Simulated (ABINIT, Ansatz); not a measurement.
# CaZnC2O6 (R-3): changed settings of a GW run in ABINIT

A base run on CaZnC2O6 (R-3), then changed inputs.

Program: ABINIT 10.8.3. Level of theory: LDA and many-body steps on it, plane waves. Results are calculated unless marked as measured.

This is a report of a sequence of runs, with most program output left out.

## 1. Starting point

It takes space group R-3 (No. 148, trigonal). Conventional cell: a = 4.866 Å, b = 4.866 Å, c = 16.332 Å, α = 90.00°, β = 90.00°, γ = 120.00°. Ca has 6 O at 2.40 Å nearest. Nearest to Zn lie 6 O at 2.13 Å. Nearest to C lie 3 O at 1.30 Å. Nearest to O lie 1 C at 1.30 Å and 1 Zn at 2.13 Å and 1 Ca at 2.40 Å. Farther neighbours and most contacts between anions are not listed.

The cell and positions are those that the Materials Project relaxed with its own functionals (PBE, PBE+U or r2SCAN), kept fixed.

## 2. Screening, 2×2×2 mesh, 110 bands, screening to 114.3 eV

This step: ABINIT 10.8.3; RPA screening on LDA, plane waves, norm-conserving pseudopotentials.

The RPA dielectric matrix is built and inverted for each q.

File run.abi:

```
acell 3*1.0 Angstrom
rprim 
  2.433014964130 1.404701844483 5.444039263300
  -2.433014964130 1.404701844483 5.444039263300
  0.000000000000 -2.809403688966 5.444039263300
ntypat 4
znucl 20 30 6 8
natom 10
typat 1 2 3 3 4 4 4 4 4 4
xred 
  0.000000000000 0.000000000000 0.000000000000
  0.500000000000 0.500000000000 0.500000000000
  0.242541000000 0.242541000000 0.242541000000
  0.757459000000 0.757459000000 0.757459000000
  0.494747000000 0.964090000000 0.273567000000
  0.964090000000 0.273567000000 0.494747000000
  0.273567000000 0.494747000000 0.964090000000
  0.505253000000 0.035910000000 0.726433000000
  0.035910000000 0.726433000000 0.505253000000
  0.726433000000 0.505253000000 0.035910000000
pp_dirpath "pseudos"
pseudos "Ca.upf, Zn.upf, C.upf, O.upf"
ecut 37
ngkpt 2 2 2
nshiftk 1
shiftk 0 0 0
kptopt 1
chksymbreak 0
istwfk *1
occopt 1
irdwfk 1
optdriver 3
nband 110
ecuteps 4.2
inclvkb 2
awtr 1
symchi 1
indata_prefix "in"
outdata_prefix "out"
tmpdata_prefix "tmp"
```

The run is started by

```sh
$ OMP_NUM_THREADS=1 mpirun -n 4 abinit run.abi > log
```

Elapsed: 1.7 min, on 4 MPI ranks of Arm Neoverse N1, shared host; peak memory 2 GiB.

Numbers from this step:

```
ε∞ with local fields, on this mesh, along the program's q direction : 2.954
the same without local fields                                       : 3.270
plasma frequency                                                    : 30.23 eV
plane waves in the screening matrix                                 : 309
```

Local fields lower ε∞ by 10 %. On a Γ-centred mesh this coarse the value itself is usually too large, while a short band sum pulls it down.

## 3. Base

The self-energy is evaluated for the states that the input lists, and the levels follow from it, in one-shot runs by the linearised quasiparticle equation.

This step: G0W0 on LDA, plane waves, norm-conserving pseudopotentials.

run.abi, as its differences from that of step 2:

```diff
@@ -31,8 +31,19 @@
 irdwfk 1
-optdriver 3
+optdriver 4
 nband 110
+gwcalctyp 0
+ecutsigx 37
+symsigma 1
+nkptgw 3
+kptgw 
+  0.5000000000 0.0000000000 0.0000000000
+  0.5000000000 0.5000000000 0.5000000000
+  0.0000000000 0.0000000000 0.0000000000
+bdgw 
+  36 39
+  36 39
+  35 39
 ecuteps 4.2
-inclvkb 2
-awtr 1
-symchi 1
+irdscr 1
+ppmodel 1
 indata_prefix "in"
```

It took 29 s on 4 MPI ranks; peak memory 1.4 GiB; 1.9 min of CPU time.

Numbers from this step:

| Quantity | Value |
| --- | --- |
| G0W0 gap on the points computed | 6.765 eV |
| starting gap on the mesh | 3.804 eV |
| k of the valence top | 0.5, 0, 0 |
| k of the conduction bottom | 0.5, 0.5, 0.5 |
| Z at the valence top | 0.81 |
| Z at the conduction bottom | 0.848 |
| least direct G0W0 gap on the computed points | 7.84 eV |

The gap on the mesh goes from 3.80 eV to 6.76 eV, a correction of +2.96 eV.

## 4. Broadening of the poles

run.abi, as its differences from that of step 3:

```diff
@@ -48,2 +48,3 @@
 ppmodel 1
+zcut 0.01 eV
 indata_prefix "in"
```

It took 30 s on 4 MPI ranks; peak memory 1.4 GiB; 2 min of CPU time.

Numbers from this step:

* G0W0 gap on the points computed: 6.765 eV
* starting gap on the mesh: 3.804 eV
* k of the valence top: 0.5, 0, 0
* k of the conduction bottom: 0.5, 0.5, 0.5
* Z at the valence top: 0.81
* Z at the conduction bottom: 0.848
* least direct G0W0 gap on the computed points: 7.84 eV

Against G0W0 in ABINIT (2×2×2 mesh, 110 bands, screening to 114.3 eV, Godby-Needs plasmon pole), the gap moves by +0.000 eV.

## 5. More bands than the file holds

run.abi, as its differences from that of step 4:

```diff
@@ -32,3 +32,3 @@
 optdriver 4
-nband 110
+nband 654
 gwcalctyp 0
@@ -48,3 +48,2 @@
 ppmodel 1
-zcut 0.01 eV
 indata_prefix "in"
```

Elapsed: 4.7 s, on 4 MPI ranks; peak memory 0.2 GiB.

The run stopped with an error after 4.7 s.

The program's words: Number of bands stored WFK file is less than required. WFK mband: 238, self-energy nband: 654

The fault put into this input: more bands than the file holds.

## 6. The runs together

Times are wall times on 4 MPI ranks of Arm Neoverse N1, shared host, good to a factor of about two. A run's time includes the screening step that it read.

```csv
run,mesh,bands,screening cutoff (eV),DFT gap (eV),gap on the mesh (eV),direct (eV),ε∞ used,time
base,2×2×2,110,114.3,3.804,6.765,7.840,2.95,2.2 min
broadening of the poles,2×2×2,110,114.3,3.804,6.765,7.840,2.95,2.2 min
```

## 7. What came out

```
base                    : 6.765 eV
broadening of the poles : 6.765 eV
known limits            : not at the basis limit; d shell near the gap, gap tends to lie low; coarse k mesh
```

In words: Broadening of the poles: no change against base (keys changed: zcut). Bands and cutoff are finite, so the gap is not at the basis limit. The miss can reach some tenths of an eV and take either sign; the mesh is an error of its own. In the G0W0 runs levels were corrected at 3 k points alone, so a gap called «on the mesh» is the least over those, and an edge elsewhere would be missed. The 2×2×2 mesh is coarse for this cell, which bears on the long-range parts of exchange and screening. A d shell, filled or nearly so, lies near the gap. One-shot GW converges very slowly in bands there, not always from below, and on a semilocal start the gap tends to come out low; starts rich in exact exchange can overshoot instead.

[Paths, hosts, dates, memory and timing lines, banners, echoed tables and standing remarks are left out of the program output.]

[Logs are printed without paths, hosts, clocks, repeated set-up lines and the standing remarks that a program may print on its own settings, such as how far it seeks lower states.]

[Runs of the session that timed out or met a known fault of the program may be left out.]

[Hosts, paths, dates, database ids (printed as entryN), source tags and the programs' standing remarks are cut or masked in the printed files.]

[G0W0 gaps are taken among the corrected bands and points alone; a level outside them can change the order at an edge.]

[Where Ansatz stands beside ABINIT at settings called matched, ABINIT's density can come from a denser mesh and the files from another edition; pairs whose starting gaps differed by over 0.03 eV were left out, so agreement reads better than it is.]
